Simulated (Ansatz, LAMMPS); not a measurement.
# Relaxing a frame of liquid K(F,Br) from 1000 K (94 atoms)

How does a frame of liquid K(F,Br) from 1000 K (94 atoms) relax, and what do bonds, charges and levels look like afterwards?

Method: Kohn-Sham DFT, PBE, PAW (set soft_2), plane waves, in Ansatz 0.2.0.

Report form: the programs' logs are mostly left out.

### 1. The starting structure

The cell holds 94 atoms: 47 K, 18 F and 29 Br. Cell: a = 15.332 Å, b = 15.332 Å, c = 15.332 Å, α = 90.0°, β = 90.0°, γ = 90.0°. 94 atoms (47 K, 18 F, 29 Br) placed at random at 2.07 g/cm³, melted at 1800 K for 10 ps at fixed volume with the Lennard-Jones and Coulomb ion parameters for SPC/E (Joung and Cheatham, J. Phys. Chem. B 112, 9020 (2008)), full charges. Snapshot at the end of a hold of 20 ps at 1000 K and fixed volume.

Before any run, some limits are plain. The starting topology of bonds comes from the classical model. The ion parameters were fitted for water, not for melts, so the starting structure of this cell may lie well off the real melt's. Only the Γ point is sampled, in a cell whose shortest periodic width is 15 Å.

### 2. How the cell was made

A classical potential makes the cell, at a small fraction of what the same run would cost in DFT.

This step: classical MD, Lennard-Jones and Coulomb ion parameters for SPC/E (Joung and Cheatham, J. Phys. Chem. B 112, 9020 (2008)), full charges (LAMMPS 22 Jul 2025 - Update 4).

in.lmp

```
# melt-quench of K47F18Br29
units metal
atom_style charge
boundary p p p
region box block 0 15.3316 0 15.3316 0 15.3316
create_box 3 box
mass 1 39.0983   # K
mass 2 18.9984   # F
mass 3 79.9040   # Br
create_atoms 1 random 47 495313 NULL overlap 2.2 maxtry 2000
create_atoms 2 random 18 495320 NULL overlap 2.2 maxtry 2000
create_atoms 3 random 29 495327 NULL overlap 2.2 maxtry 2000
pair_style lj/cut/coul/long 9.0
pair_modify mix arithmetic tail yes
pair_coeff 1 1 0.018634 2.8384   # K
pair_coeff 2 2 0.000321 4.0215   # F
pair_coeff 3 3 0.001169 4.9017   # Br
set type 1 charge 1
set type 2 charge -1
set type 3 charge -1
kspace_style pppm 1.0e-4
neigh_modify delay 0 every 1 check yes
thermo_style custom step time temp pe press density
thermo_modify norm yes
timestep 0.002
thermo 100
min_style cg
minimize 1e-4 1e-4 200 2000
reset_timestep 0
velocity all create 1800 495314 mom yes dist gaussian
fix lim all nve/limit 0.05
fix lan all langevin 1800 1800 0.2 495315 zero yes
thermo 500
run 1000 post no
# [... 10 lines left out ...]
compute msd all msd com yes
thermo 2500
fix md all nvt temp 1000 1000 0.2
run 10000 post no
print "== T1000: mean square displacement over the hold $(c_msd[4]:%.2f) A^2"
unfix md
uncompute msd
write_dump all custom T1000.dump id type xs ys zs modify sort id
```

Command:

```sh
$ lmp -in in.lmp -log none -nocite
```

It took 6.7 s on 1 thread of Intel Xeon Platinum 8375C at 2.90GHz (Ice Lake), shared host; peak memory 0.069 GiB.

### 3. Single point at the start

A single point comes first, to see the forces before anything moves.

input.yaml

```yaml
crystal:
  lattice:
    - [15.3316, 0.0, 0.0]
    - [0.0, 15.3316, 0.0]
    - [0.0, 0.0, 15.3316]
  atoms:
    - { symbol: K, position: [0.60918, 0.04895, 0.10827] }
    - { symbol: K, position: [0.53189, 0.77408, 0.41174] }
    - { symbol: K, position: [0.50351, 0.9993, 0.88734] }
    - { symbol: K, position: [0.4871, 0.97935, 0.33896] }
    - { symbol: K, position: [0.46521, 0.23178, 0.02527] }
    - { symbol: K, position: [0.5502, 0.87188, 0.72072] }
    - { symbol: K, position: [0.95681, 0.45777, 0.91867] }
    - { symbol: K, position: [0.92052, 0.94675, 0.50486] }
    - { symbol: K, position: [0.47483, 0.55757, 0.12153] }
    - { symbol: K, position: [0.75674, 0.28062, 0.45765] }
    - { symbol: K, position: [0.75659, 0.99148, 0.32005] }
    - { symbol: K, position: [0.5516, 0.22789, 0.72812] }
    - { symbol: K, position: [0.67386, 0.45825, 0.90777] }
    - { symbol: K, position: [0.81254, 0.51959, 0.1822] }
    - { symbol: K, position: [0.98113, 0.0296, 0.19238] }
    - { symbol: K, position: [0.00255, 0.16938, 0.51317] }
    - { symbol: K, position: [0.3264, 0.0666, 0.70346] }
    - { symbol: K, position: [0.2363, 0.44788, 0.22334] }
    - { symbol: K, position: [0.67164, 0.08591, 0.59953] }
    - { symbol: K, position: [0.26052, 0.2502, 0.59265] }
    - { symbol: K, position: [0.50434, 0.34796, 0.33387] }
    - { symbol: K, position: [0.73107, 0.68586, 0.55348] }
    - { symbol: K, position: [0.63487, 0.44374, 0.59842] }
    - { symbol: K, position: [0.4068, 0.80651, 0.15192] }
    - { symbol: K, position: [0.092, 0.15641, 0.8096] }
    - { symbol: K, position: [0.99452, 0.47194, 0.34085] }
    - { symbol: K, position: [0.04101, 0.63023, 0.08704] }
    - { symbol: K, position: [0.28778, 0.15989, 0.29008] }
    - { symbol: K, position: [0.01947, 0.80804, 0.29107] }
    - { symbol: K, position: [0.24811, 0.77049, 0.91716] }
    - { symbol: K, position: [0.22612, 0.39367, 0.92946] }
    - { symbol: K, position: [0.01901, 0.23186, 0.02097] }
    - { symbol: K, position: [0.06619, 0.42595, 0.70068] }
    - { symbol: K, position: [0.91202, 0.71122, 0.80632] }
    - { symbol: K, position: [0.75627, 0.07779, 0.96474] }
    - { symbol: K, position: [0.67432, 0.57025, 0.3488] }
    - { symbol: K, position: [0.41745, 0.59445, 0.85753] }
    - { symbol: K, position: [0.00404, 0.63678, 0.58378] }
    - { symbol: K, position: [0.22726, 0.04772, 0.05013] }
    - { symbol: K, position: [0.74835, 0.24272, 0.1235] }
    - { symbol: K, position: [0.65703, 0.83165, 0.04449] }
    - { symbol: K, position: [0.41795, 0.56085, 0.56626] }
    - { symbol: K, position: [0.05526, 0.93795, 0.88522] }
    - { symbol: K, position: [0.27732, 0.69938, 0.3148] }
    - { symbol: K, position: [0.8702, 0.27943, 0.71546] }
    - { symbol: K, position: [0.14522, 0.80433, 0.67121] }
    - { symbol: K, position: [0.28448, 0.90006, 0.4388] }
    - { symbol: F, position: [0.68582, 0.91116, 0.18382] }
    - { symbol: F, position: [0.65462, 0.95648, 0.93477] }
    - { symbol: F, position: [0.65982, 0.41092, 0.40817] }
    - { symbol: F, position: [0.05989, 0.32212, 0.8802] }
    - { symbol: F, position: [0.58341, 0.62766, 0.48996] }
    - { symbol: F, position: [0.69018, 0.2693, 0.63582] }
    - { symbol: F, position: [0.94905, 0.53894, 0.77462] }
    - { symbol: F, position: [0.03891, 0.25892, 0.65504] }
    - { symbol: F, position: [0.12262, 0.5753, 0.27845] }
    - { symbol: F, position: [0.0784, 0.07876, 0.96532] }
    - { symbol: F, position: [0.92049, 0.96812, 0.34284] }
    - { symbol: F, position: [0.84846, 0.09527, 0.09969] }
    - { symbol: F, position: [0.86686, 0.75126, 0.65008] }
    - { symbol: F, position: [0.09347, 0.75988, 0.82103] }
    - { symbol: F, position: [0.60839, 0.15846, 0.98749] }
    - { symbol: F, position: [0.50409, 0.04563, 0.71376] }
    - { symbol: F, position: [0.80923, 0.09356, 0.49657] }
    - { symbol: F, position: [0.38743, 0.82378, 0.33558] }
    - { symbol: Br, position: [0.27712, 0.25574, 0.12623] }
    - { symbol: Br, position: [0.37106, 0.08574, 0.483] }
    - { symbol: Br, position: [0.29022, 0.96301, 0.88071] }
    - { symbol: Br, position: [0.38397, 0.78791, 0.61836] }
    - { symbol: Br, position: [0.11059, 0.01971, 0.61683] }
    - { symbol: Br, position: [0.22348, 0.54729, 0.76824] }
    - { symbol: Br, position: [0.82765, 0.31016, 0.93553] }
    - { symbol: Br, position: [0.40498, 0.99955, 0.11263] }
    - { symbol: Br, position: [0.4533, 0.34894, 0.59883] }
    - { symbol: Br, position: [0.58206, 0.71399, 0.2028] }
    - { symbol: Br, position: [0.10163, 0.75947, 0.47629] }
    - { symbol: Br, position: [0.87046, 0.63988, 0.34335] }
    - { symbol: Br, position: [0.28508, 0.23085, 0.7973] }
    [... 10 atom lines left out ...]
    - { symbol: Br, position: [0.88693, 0.08618, 0.80192] }
    - { symbol: Br, position: [0.43015, 0.54258, 0.32964] }
    - { symbol: Br, position: [0.8822, 0.46507, 0.54896] }
    - { symbol: Br, position: [0.56983, 0.55558, 0.74216] }
    - { symbol: Br, position: [0.61939, 0.15288, 0.2906] }
    - { symbol: Br, position: [0.289, 0.66023, 0.1168] }
kpoints:
  mp_grid: { grid: [1, 1, 1] }
hamiltonian:
  xc: pbe
scf:
  occupations: { method: fixed }
output:
  forces: true
  stress: true
  populations: true
  dos:
    method: { smearing: { sigma: 0.15 } }
    de: 0.1
    projected: { site_lists: { Br: [Br], F: [F], K: [K] } }
  eigenvalues: true
```

Command:

```sh
$ ansatz run input.yaml --threads 4 --pin off --max-ram 8192MiB --backend cpu --events-out ev --progress --plain --runs-dir out
```

The job ended after 66 s (4 threads of Intel Xeon Platinum 8375C at 2.90GHz (Ice Lake), shared host; peak memory 4.6 GiB; 3.9 min of CPU time).

The run gave:

* free energy: -167670.6614 eV
* free energy per atom: -1783.7304 eV/atom
* SCF cycles: 9
* pressure: -0.5182 GPa
* r.m.s. force component: 0.2841 eV/Å
* longest force: 1.139 eV/Å
* Fermi energy: 0.534 eV
* gap (highest filled to lowest empty level): 3.068 eV
* spilling of the projection: 0.004266

The r.m.s. force component of 0.28 eV/Å and the pressure of -0.52 GPa set the starting point.

Length of the force by element:

```
element  coordination  atoms  mean length of the force (eV/Å)  spread   least   most
     Br           all     29                            0.433   0.199   0.150  0.879
      F           all     18                            0.380   0.141   0.190  0.747
      K           all     47                            0.469   0.247  0.0589   1.14
```

### 4. Relaxation

The atoms are relaxed in the fixed cell, aiming at the force tolerance of the input.

input.yaml, the sections that differ from step 3:

```yaml
output:
  forces: true
relax:
  f_tol: 0.05
  max_steps: 102
# crystal, kpoints, hamiltonian, scf: as in step 3
```

Wall time 14 min (4 threads); peak memory 4.2 GiB; 50 min of CPU time.

Step by step (22 of 24):

```
step  energy less that of the first step (eV)  largest force component (eV/Å)
   1                                   0.0000                          0.9749
   2                                  -3.2564                          0.5543
   3                                  -5.2512                          0.2702
   4                                  -6.1891                          0.2364
   5                                  -6.7631                          0.1561
   6                                  -7.2305                          0.1508
   8                                  -7.7660                          0.1338
   9                                  -7.9161                          0.1177
  10                                  -8.0259                          0.0888
  11                                  -8.1243                          0.0594
  12                                  -8.2148                          0.0656
  13                                  -8.2959                          0.0810
  14                                  -8.3756                          0.0726
  15                                  -8.4375                          0.1096
  16                                  -8.5409                          0.0440
  17                                  -8.5409                          0.0439
  19                                  -8.6257                          0.1909
  20                                  -8.6685                          0.1007
  21                                  -8.7001                          0.0480
  22                                  -8.7001                          0.0480
  23                                  -8.7189                          0.0442
  24                                  -8.7313                          0.0384
```

The atoms that moved most (Å):

```
atom      dx      dy      dz  length
 F48  -1.585   0.040   1.434   2.138
Br79   0.946  -0.898  -0.876   1.571
Br87   0.261  -0.242  -1.517   1.558
 K19   1.538  -0.044   0.048   1.540
 K27   0.626   0.285   1.318   1.486
 K23   1.068  -0.790  -0.255   1.353
 K42   1.206   0.121  -0.547   1.330
  K8   0.905   0.690  -0.681   1.326
```

The relaxation changed the energy by -92.9 meV/atom, and atoms moved by 0.83 Å r.m.s., 2.1 Å at most.

### 5. Distances and neighbours after relaxation

Bonds before and after, by the cutoffs listed below:

```
pair  bonds before  bonds after  mean before (Å)  mean after (Å)  spread before (Å)  spread after (Å)
K-Br           158          166            3.461           3.448              0.337             0.226
 K-F            72           73            2.760           2.601              0.199             0.087
```

Density 2.07 g/cm³, 38.34 Å³ an atom.

g(r), total and by pair (bins of 0.2 Å):

```csv
r (Å),total,K-K,K-Br,K-F,Br-Br,Br-F,F-F
2.40,0.38,0.00,0.00,1.96,0.00,0.00,0.00
2.60,2.84,0.00,0.00,14.85,0.00,0.00,0.00
2.80,0.26,0.00,0.00,1.35,0.00,0.00,0.00
3.00,0.11,0.00,0.22,0.19,0.00,0.00,0.00
3.20,1.08,0.00,3.51,0.00,0.00,0.00,0.00
3.40,2.59,0.23,7.82,0.00,0.00,0.00,3.15
3.60,0.90,0.90,1.71,0.27,0.00,0.42,1.39
3.80,0.84,1.01,0.81,0.12,0.00,2.29,1.21
4.00,1.14,2.53,0.60,0.00,0.21,1.85,2.20
4.20,1.04,2.04,0.18,0.38,0.97,2.50,0.51
4.40,0.97,1.60,0.22,0.17,1.73,1.83,2.31
4.60,0.88,1.35,0.20,0.32,1.94,1.44,1.67
4.80,0.94,1.35,0.23,0.29,3.11,1.32,0.78
5.00,0.95,1.09,0.30,0.67,2.06,1.64,1.77
5.20,0.89,0.97,0.43,1.07,1.12,1.42,0.96
5.40,0.91,0.85,0.79,1.33,1.40,0.57,0.00
5.60,0.93,0.87,0.92,1.19,0.98,0.88,0.00
5.80,0.95,0.54,1.03,1.41,1.11,0.99,0.00
6.00,1.05,0.79,1.23,1.36,0.28,1.23,0.98
6.20,1.11,1.01,1.56,1.00,1.16,0.64,0.00
6.40,1.12,1.05,1.31,1.62,0.83,0.40,0.64
6.60,0.98,0.86,1.02,1.28,1.25,0.50,0.61
6.80,1.11,1.15,1.23,1.32,0.88,0.59,0.95
7.00,0.87,0.48,1.21,1.17,0.70,0.39,1.08
7.20,1.04,0.95,1.44,0.79,0.66,0.64,1.71
7.40,0.95,0.78,1.08,0.90,0.69,1.05,1.77
7.60,0.98,1.15,1.04,0.76,0.82,0.76,1.68
```

Bonds by pair of elements; cutoffs follow the first minimum of g(r), held within bounds set by covalent radii, and pairs that aren't listed don't count as bonded:

| pair A-B | cutoff (Å) | bonds | mean length (Å) | spread (Å) | shortest (Å) | B about A | A about B |
| --- | --- | --- | --- | --- | --- | --- | --- |
| K-Br | 4.28 | 166 | 3.45 | 0.226 | 3.08 | 3.53 | 5.72 |
| K-F | 3.27 | 73 | 2.60 | 0.087 | 2.45 | 1.55 | 4.06 |

How many atoms have how many bonded neighbours:

```
element  mean  3   4   5   6  7
     Br  5.72  0   1  11  12  5
      F  4.06  1  15   2   0  0
      K  5.08  1   9  22  15  0
```

Bond angles, per cent of each kind in bins of 5°:

```csv
angle (°),K-Br-K,Br-K-Br,Br-K-F,K-F-K,F-K-F
50–55,0.2,0.0,0.0,0.0,0.0
55–60,0.2,0.0,0.5,0.0,0.0
60–65,5.2,0.0,0.9,0.0,0.0
65–70,7.5,1.7,2.3,0.0,0.0
70–75,8.0,3.7,5.0,0.0,2.5
75–80,7.0,9.0,10.5,2.6,20.0
80–85,8.0,9.9,11.0,5.3,2.5
85–90,6.5,11.5,13.2,9.7,7.5
90–95,8.5,12.3,10.5,11.5,10.0
95–100,4.2,8.6,4.6,8.8,2.5
100–105,4.7,5.3,4.1,15.9,10.0
105–110,3.7,3.3,3.2,8.0,0.0
110–115,4.0,4.5,4.6,8.0,10.0
115–120,3.2,1.2,4.6,7.1,7.5
120–125,3.0,3.3,5.5,3.5,2.5
125–130,2.0,3.7,2.3,2.6,2.5
130–135,5.0,2.1,0.5,4.4,5.0
135–140,4.0,3.7,2.3,3.5,2.5
140–145,2.7,0.8,0.9,1.8,7.5
145–150,2.5,0.8,4.6,0.9,2.5
150–155,3.5,3.3,1.4,0.9,0.0
155–160,2.5,4.5,1.8,0.9,2.5
160–165,1.0,3.3,2.7,0.9,2.5
165–170,1.0,2.1,2.7,1.8,0.0
170–175,1.2,1.2,0.0,1.8,0.0
175–180,0.5,0.0,0.5,0.0,0.0
```

Bond angles (no mean is given where the spread exceeds 20°):

```csv
angle,count,mean (°),spread (°)
K-Br-K,401,-,-
Br-K-Br,243,-,-
Br-K-F,219,-,-
K-F-K,113,-,-
F-K-F,40,-,-
```

Bond length by coordination (bonds to H left out):

```
element  coordination  atoms  mean bond length (Å)
     Br             4      1                  3.25
     Br             5     11                  3.34
     Br             6     12                  3.49
     Br             7      5                  3.56
      F             3      1                  2.47
      F             4     15                  2.60
      F             5      2                  2.66
      K             3      1                  2.83
      K             4      9                  2.97
      K             5     22                  3.22
      K             6     15                  3.26
```

For some of the pairs, g(r) has its first main peak near 4.0 Å (K-K), 3.3 Å (K-Br), 2.6 Å (K-F), 4.9 Å (Br-Br) and 3.4 Å (F-F). With the cutoffs above, 41 % of Br atoms have 6, 83 % of F atoms have 4 and 47 % of K atoms have 5 bonded neighbours.

(Continued in part 2 of 2.)

[Logs are printed without paths, hosts, clocks, repeated set-up lines and the standing remarks that a program may print on its own settings, such as how far it seeks lower states.]

[Hosts, paths, dates, database ids (printed as entryN), source tags and the programs' standing remarks are cut or masked in the printed files.]
